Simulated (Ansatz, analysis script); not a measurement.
# Linear Ti chain, spacing 2.521 Å: E(q) by the generalised Bloch theorem, part 2 of 2

Aim: the energy of a linear Ti chain, spacing 2.521 Å as its moments wind into spirals of wavevector q.

Ansatz 0.2.0; PBE, PAW set soft_1.

So far, integrated |m| (μB): step 2 (the collinear state) 2.80.

### Step 5. q = (0, 0, 0.045)

Level of this step: Ansatz DFT, spin spiral by the generalised Bloch theorem, no spin-orbit coupling; PBE, PAW set soft_1; PAW set soft_1 (Ansatz).

Only q changes. The cell stays that of the crystal, since the generalised Bloch theorem carries the rotation from cell to cell.

input.yaml reads:

```yaml
crystal:
  lattice:
    - [12.0, 0.0, 0.0]
    - [0.0, 12.0, 0.0]
    - [0.0, 0.0, 2.521]
  atoms:
    - { symbol: Ti, position: [0.5, 0.5, 0.0], spin: 1.72, spin_axis: [0.5, 0.0, 0.866025] }
kpoints:
  mp_grid: { grid: [1, 1, 44] }
hamiltonian:
  xc: pbe
  pseudopotentials: { kind: paw, azcp: { folder: soft_1 } }
scf:
  occupations: { method: fermi_dirac, width: 0.1 }
  max_iter: 120
  convergence: { dr2_threshold: 1.0e-08 }
  lower_state_search: "off"
basis:
  ecutwfc: 420.0
magnetization:
  noncollinear: true
  spin_spiral: { q: [0.0, 0.0, 0.04545455] }
  spin_locking: { lock_directions: true }
checkpoint:
  read: start
```

Launch:

```sh
ansatz run input.yaml --threads 2 --pin off --max-ram 4096MiB --backend cpu --events-out ev --progress --plain --runs-dir out
```

Numbers of over 12 decimals in the logs are rounded to 6 here.

What it wrote:

```text
[...]
Crystal: 1 atoms, lattice volume = 363.024 Å³
Basis set: ecut = 420 eV, 7097 PW (Γ)
Bands: 20, of which v1, the nominal top of the filled ones, is band 12 counted from 1 (11 counted from 0)
Symmetry: 1 space group operations
k-points: 44
[...]
SCF iter   7: F=-2495.944920 eV  HF=-2495.944920 eV  |F-HF|=5.87e-9  |Δ(HF+E_count)|=   1.38e-7  Δρ=1.17e-6  dr2=9.34e-10  dr2_m=1.85e-9  ethr=2.67e-11  |M|=2.83e0 ∫|m|=2.83e0 μB  |m|>n=9.9e-5 m-floor=9.9e-5 τ_xc=1.0e-2 mc-row=9.9e-5 uncertified=224  ⟨swp⟩=3.0  Hψ=2060  notcnv=0
SCF 1 converged in 7 iterations: F = -2495.944920 eV  dr2 = 9.34e-10
[...]
SCF converged after 7 iterations
[...]
Magnetization: |M| = 2.8294 μB,  M = (+1.4153, +0.0000, +2.4500) μB
Absolute magnetization: 2.8300 μB (∫|m|, with the PAW one-centre terms)
  site 0: m = (+0.8614, +0.0000, +1.4907) μB, |m| = 1.7216 μB  (R = 1.04 Å)
--- Magnetisation constraints (ε_frz = 1.0e-4 eV) ---
[...]
0     per_site_axis  ê (+0.500, +0.000, +0.866) ≥0.00  (+0.861, +0.000, +1.491)  5.35e-4      (+1.1e-3, +1.8e-8, -6.2e-4)  1.000  0    yes
Free energy (F): -2495.944920 eV
[...]
Internal energy: -2495.835538 eV  (E = F + TS)
E sigma→0 (E₀):  -2495.890229 eV
Entropy (-TS):   -0.109382 eV (-109.382 meV/atom)
Fermi energy:    -2.595455 eV
[...]
```

The job ended after 43 s (2 threads of Arm Neoverse V2, shared host; peak memory 1.2 GiB; 85 s of CPU time).

The energy of the cell lies 0.622 meV below that at q = 0, and the largest moment is 1.72 μB against 1.72 μB.

### Step 6. q = (0, 0, 0.136)

Edit input.yaml of step 5 so:

```diff
@@ -21,3 +21,3 @@
   noncollinear: true
-  spin_spiral: { q: [0.0, 0.0, 0.04545455] }
+  spin_spiral: { q: [0.0, 0.0, 0.13636364] }
   spin_locking: { lock_directions: true }
```

What it wrote:

```text
[...]
Crystal: 1 atoms, lattice volume = 363.024 Å³
Basis set: ecut = 420 eV, 7097 PW (Γ)
Bands: 20, of which v1, the nominal top of the filled ones, is band 12 counted from 1 (11 counted from 0)
Symmetry: 1 space group operations
k-points: 44
[...]
--- Magnetisation constraints (ε_frz = 1.0e-4 eV) ---
[...]
0     per_site_axis  ê (+0.500, +0.000, +0.866) ≥0.00  (+0.862, -0.000, +1.483)  4.67e-3      (+9.3e-3, -9.2e-7, -5.4e-3)  1.000  0    yes
Free energy (F): -2495.949996 eV
[...]
Internal energy: -2495.843691 eV  (E = F + TS)
E sigma→0 (E₀):  -2495.896844 eV
Entropy (-TS):   -0.106304 eV (-106.304 meV/atom)
Fermi energy:    -2.598180 eV
[...]
[key lines of the parts left out:]
SCF converged after 9 iterations
Magnetization: |M| = 2.8154 μB,  M = (+1.4131, -0.0000, +2.4351) μB
```

Elapsed: 45 s, on 2 threads; peak memory 1.2 GiB; 89 s of CPU time.

The energy of the cell lies 5.64 meV below that at q = 0, and the largest moment is 1.72 μB against 1.72 μB.

### Step 7. q = (0, 0, 0.318)

Edit input.yaml of step 6 so:

```diff
@@ -21,3 +21,3 @@
   noncollinear: true
-  spin_spiral: { q: [0.0, 0.0, 0.13636364] }
+  spin_spiral: { q: [0.0, 0.0, 0.31818182] }
   spin_locking: { lock_directions: true }
```

What it wrote:

```text
[...]
Crystal: 1 atoms, lattice volume = 363.024 Å³
Basis set: ecut = 420 eV, 7097 PW (Γ)
Bands: 20, of which v1, the nominal top of the filled ones, is band 12 counted from 1 (11 counted from 0)
Symmetry: 1 space group operations
k-points: 44
[...]
--- Magnetisation constraints (ε_frz = 1.0e-4 eV) ---
[...]
0     per_site_axis  ê (+0.500, +0.000, +0.866) ≥0.00  (+0.742, -0.000, +1.285)  9.72e-5      (+2.1e-2, -9.4e-8, -1.2e-2)  1.000  0    yes
Free energy (F): -2495.960997 eV
[...]
Internal energy: -2495.853729 eV  (E = F + TS)
E sigma→0 (E₀):  -2495.907363 eV
Entropy (-TS):   -0.107268 eV (-107.268 meV/atom)
Fermi energy:    -2.607070 eV
[...]
[key lines of the parts left out:]
SCF converged after 22 iterations
Magnetization: |M| = 2.4253 μB,  M = (+1.2079, -0.0000, +2.1031) μB
```

Elapsed: 98 s, on 2 threads; peak memory 1.2 GiB.

The energy of the cell lies 16.7 meV below that at q = 0, and the largest moment is 1.48 μB against 1.72 μB.

### Step 8. q = (0, 0, 0.5)

Edit input.yaml of step 7 so:

```diff
@@ -21,3 +21,3 @@
   noncollinear: true
-  spin_spiral: { q: [0.0, 0.0, 0.31818182] }
+  spin_spiral: { q: [0.0, 0.0, 0.5] }
   spin_locking: { lock_directions: true }
```

What it wrote:

```text
[...]
Crystal: 1 atoms, lattice volume = 363.024 Å³
Basis set: ecut = 420 eV, 7097 PW (Γ)
Bands: 20, of which v1, the nominal top of the filled ones, is band 12 counted from 1 (11 counted from 0)
Symmetry: 1 space group operations
k-points: 44
[...]
--- Magnetisation constraints (ε_frz = 1.0e-4 eV) ---
[...]
0     per_site_axis  ê (+0.500, +0.000, +0.866) ≥0.00  (+0.477, +0.000, +0.847)  8.89e-3      (-1.8e-2, +8.8e-6, +1.0e-2)  1.000  0    yes
Free energy (F): -2495.931651 eV
[...]
Internal energy: -2495.802361 eV  (E = F + TS)
E sigma→0 (E₀):  -2495.867006 eV
Entropy (-TS):   -0.129289 eV (-129.289 meV/atom)
Fermi energy:    -2.570233 eV
[...]
[key lines of the parts left out:]
SCF converged after 14 iterations
Magnetization: |M| = 1.4648 μB,  M = (+0.4836, +0.0000, +1.3827) μB
```

Run time: 66 s. Hardware: 2 threads; peak memory 1.2 GiB; 2.2 min of CPU time.

The energy of the cell lies 12.9 meV above that at q = 0, and the largest moment is 0.972 μB against 1.72 μB.

4 more runs differ from these in the same keys alone and are tabled below.

### Step 9. Analysis

| q (reciprocal lattice) | path length (1/Å) | E(q) − E(0) (meV a magnetic atom) | \|m\| Ti no. 1 (μB) |
| --- | --- | --- | --- |
| (0, 0, 0) | 0.000 | 0.00 | 1.72 |
| (0, 0, 0.045) | 0.113 | -0.62 | 1.72 |
| (0, 0, 0.136) | 0.340 | -5.64 | 1.72 |
| (0, 0, 0.182) | 0.453 | -9.77 | 1.70 |
| (0, 0, 0.273) | 0.680 | -17.10 | 1.59 |
| (0, 0, 0.318) | 0.793 | -16.70 | 1.48 |
| (0, 0, 0.364) | 0.906 | -13.01 | 1.33 |
| (0, 0, 0.455) | 1.133 | 3.04 | 1.04 |
| (0, 0, 0.5) | 1.246 | 12.86 | 0.97 |

### Step 10. Outcome

| Property | Result |
| --- | --- |
| lowest point of the path | q = (0, 0, 0.273), -17.1 meV a magnetic atom from q = 0 |
| highest point | 12.9 meV a magnetic atom |

The state at q = (0, 0, 0.273) lies 17.1 meV a magnetic atom below the ferromagnetic start, so that start is not the lowest state. The moments change by at most 44 % from their size at q = 0, so they are itinerant and a model of rigid spins is rough. These are energies of cones, which for rigid moments are sin²θ = 0.25 times those of flat spirals. No spin model is given, since the moments change too much along the path. The 9 spiral runs took 9.7 min of wall time, added up. Energies are free energies at a smearing of 0.1 eV, and with partly filled levels differences shift, at times strongly, as the smearing goes to zero. The cell was taken as built, with atoms unrelaxed. In doubt: the program's search for lower states was switched off, so a lower magnetic state than those reached may exist.

[Logs and program files are shortened in this print: banners, set-up blocks, solver, clock and traceback lines can be left out without a mark of their own.]

[Logs are printed without paths, hosts, clocks, repeated set-up lines and the standing remarks that a program may print on its own settings, such as how far it seeks lower states.]

[Hosts, paths, dates, database ids (printed as entryN), source tags and the programs' standing remarks are cut or masked in the printed files.]
